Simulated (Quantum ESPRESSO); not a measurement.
## BN (F-43m): from strain to phonon shift

Aim: the phonon deformation potentials p and q of BN (F-43m), tested on a biaxially strained cell.

Main program and level: Quantum ESPRESSO 7.5; DFT PBE, scalar-relativistic, plane waves, PseudoDojo norm-conserving pseudopotentials.

### 1. Set-up

It takes space group F-43m (No. 216, cubic). Conventional cell: a = 3.623 Å, b = 3.623 Å, c = 3.623 Å, α = 90.00°, β = 90.00°, γ = 90.00°. Nearest to B lie 4 N at 1.57 Å. Nearest to N lie 4 B at 1.57 Å. Farther neighbours and most contacts between anions are not listed.

Coordinates:

```
B N
1.0
    -1.81169    0.00000    1.81169
     0.00000    1.81169    1.81169
    -1.81169    1.81169    0.00000
B N
1 1
Direct
  0.00000 0.00000 0.00000
  0.75000 0.75000 0.75000
```

This is the cell after its relaxation at this level of theory, not the database cell from which that began.

### 2. Uniaxial strain

The relaxed cell is stretched along z alone. This keeps all atoms on sites fixed by symmetry and splits the threefold mode into a singlet, polarised along z, and a doublet. The macroscopic field is left out, so these are transverse modes. Cutoff 92 Ry, k mesh 12×12×12.

From the response at ε_zz = 0.01:

Log:

```text
[banners, grids, parts of the stress and lines that vanish by symmetry left out]
Program PHONON v.7.5
     Reading xml data from directory:

[...]
Exchange-correlation= PBE
                           (   1   4   3   4   0   0   0)
[...]
kinetic-energy cut-off    =      92.0000  Ry
     charge density cut-off    =     368.0000  Ry
     convergence threshold     =      1.0E-18
[...]
Exchange-correlation= PBE
                           (   1   4   3   4   0   0   0)
[...]
q = (   0.0000000   0.0000000   0.0000000 )
      9 Sym.Ops. (with q -> -q+G )
     G cutoff =  220.7111  (   9649 G-vectors)     FFT grid: ( 30, 30, 30)
     number of k points=   163
[...]
Mode symmetry, D_2d (-42m) point group:
[...]
Representation #   1 mode #   1
[...]
End of self-consistent calculation
     Convergence has been achieved
     Representation #   2 mode #   2
[...]
End of self-consistent calculation
     Convergence has been achieved
     Representation #   3 modes #   3   4
[...]
End of self-consistent calculation
     Convergence has been achieved
     Representation #   4 modes #   5   6
[...]
End of self-consistent calculation
     Convergence has been achieved
[...]
q = (    0.000000000   0.000000000   0.000000000 )
[...]
freq (    1) =       0.035472 [THz] =       1.183235 [cm-1]
     freq (    2) =       0.035472 [THz] =       1.183235 [cm-1]
     freq (    3) =       0.038575 [THz] =       1.286724 [cm-1]
     freq (    4) =      30.343841 [THz] =    1012.161580 [cm-1]
     freq (    5) =      30.537556 [THz] =    1018.623218 [cm-1]
     freq (    6) =      30.537556 [THz] =    1018.623218 [cm-1]
[...]
Mode symmetry, D_2d (-42m) point group:
     freq (   1-   2) =          1.2  [cm-1]   --> E    X_5  W_3   I+R
     freq (   3-   3) =          1.3  [cm-1]   --> B_2  X_3  W_2   I+R
     freq (   4-   4) =       1012.2  [cm-1]   --> B_2  X_3  W_2   I+R
     freq (   5-   6) =       1018.6  [cm-1]   --> E    X_5  W_3   I+R

   JOB DONE.
```

```csv
ε_zz,singlet (cm⁻¹),doublet (cm⁻¹),σ_zz (GPa),σ_xx (GPa)
-0.01,1045.86,1039.91,-7.889,-1.761
-0.005,1037.61,1034.57,-3.924,-0.860
0,1029.25,1029.25,-0.003,-0.003
0.005,1020.76,1023.93,3.874,0.812
0.01,1012.16,1018.62,7.707,1.585
```

Stress is counted positive in tension.

### 3. The fit

To first order ω² − ω₀² = p ε_zz + q (ε_xx + ε_yy) for the mode along z, and likewise for x and y. With ε_zz alone the singlet gives p and the doublet q.

The linear terms of parabolas through ω² are p = -3.27 ω₀² and q = -2.07 ω₀², with ω₀ = 1029.2 cm⁻¹. Those of the stresses are C11 = 780 GPa and C12 = 167 GPa. Under hydrostatic strain p and q imply γ = −(p + 2q)/(6 ω₀²) = 1.24.

A layer held to an in-plane strain ε and free along z takes ε_zz = −2 (C12/C11) ε = -0.429 ε. To first order the singlet then shifts by (q − p C12/C11) ε / ω₀ = -1406 ε cm⁻¹. For ε = -0.006, ε_zz = 0.00257, the formulas for ω² predict 1037.66 cm⁻¹ for the singlet and 1042.92 cm⁻¹ for the doublet.

### 4. A biaxially strained cell

This run was no part of the fit.

Log:

```text
[banners, grids, parts of the stress and lines that vanish by symmetry left out]
[banner, memory and clock lines left out]
Program PHONON v.7.5

[...]
Exchange-correlation= PBE
                           (   1   4   3   4   0   0   0)
[...]
kinetic-energy cut-off    =      92.0000  Ry
     charge density cut-off    =     368.0000  Ry
     convergence threshold     =      1.0E-18
[...]
Exchange-correlation= PBE
                           (   1   4   3   4   0   0   0)
[...]
q = (   0.0000000   0.0000000   0.0000000 )
      9 Sym.Ops. (with q -> -q+G )
     G cutoff =  217.7701  (   9465 G-vectors)     FFT grid: ( 30, 30, 30)
     number of k points=   163
[...]
Mode symmetry, D_2d (-42m) point group:
[...]
Representation #   1 mode #   1
[...]
End of self-consistent calculation
     Convergence has been achieved
     Representation #   2 mode #   2
[...]
End of self-consistent calculation
     Convergence has been achieved
     Representation #   3 modes #   3   4
[...]
End of self-consistent calculation
     Convergence has been achieved
     Representation #   4 modes #   5   6
[...]
End of self-consistent calculation
     Convergence has been achieved
[...]
q = (    0.000000000   0.000000000   0.000000000 )
[...]
freq (    1) =      -0.065123 [THz] =      -2.172267 [cm-1]
     freq (    2) =      -0.065123 [THz] =      -2.172267 [cm-1]
     freq (    3) =      -0.063304 [THz] =      -2.111605 [cm-1]
     freq (    4) =      31.110925 [THz] =    1037.748760 [cm-1]
     freq (    5) =      31.265889 [THz] =    1042.917790 [cm-1]
     freq (    6) =      31.265889 [THz] =    1042.917790 [cm-1]
[...]
Mode symmetry, D_2d (-42m) point group:
     freq (   1-   2) =         -2.2  [cm-1]   --> E    X_5  W_3   I+R
     freq (   3-   3) =         -2.1  [cm-1]   --> B_2  X_3  W_2   I+R
     freq (   4-   4) =       1037.7  [cm-1]   --> B_2  X_3  W_2   I+R
     freq (   5-   6) =       1042.9  [cm-1]   --> E    X_5  W_3   I+R
```

```csv
mode,predicted (cm⁻¹),run (cm⁻¹)
singlet,1037.66,1037.75
doublet,1042.92,1042.92
```

The stress along z is 0.000 GPa and that in the plane -5.371 GPa; the unstrained cell carries -0.003 GPa.

### 5. Summary of results

```
p (in units of the squared frequency)           : -3.274
q (same units)                                  : -2.068
shift of the singlet per unit of biaxial strain : -1406 cm⁻¹
C11 and C12                                     : 780 and 167 GPa
```

To first order, one per cent of tensile biaxial strain moves the singlet of BN (F-43m) by -14.1 cm⁻¹ and the doublet by -22.9 cm⁻¹; the formulas miss the test run by up to 0.09 cm⁻¹. In backscattering from (001) the mode polarised along z is the one seen in diamond and zinc-blende crystals; in a polar crystal it is the LO mode, whose potentials differ somewhat from these. The third potential, r, needs shear strain and a relaxation of the atoms, which was not run. These are harmonic values at zero temperature.

[Host names and launcher messages were left out of these logs when they were recorded.]

[Logs are printed without paths, hosts, clocks, repeated set-up lines and the standing remarks that a program may print on its own settings, such as how far it seeks lower states.]

[Hosts, paths, dates, database ids (printed as entryN), source tags and the programs' standing remarks are cut or masked in the printed files.]
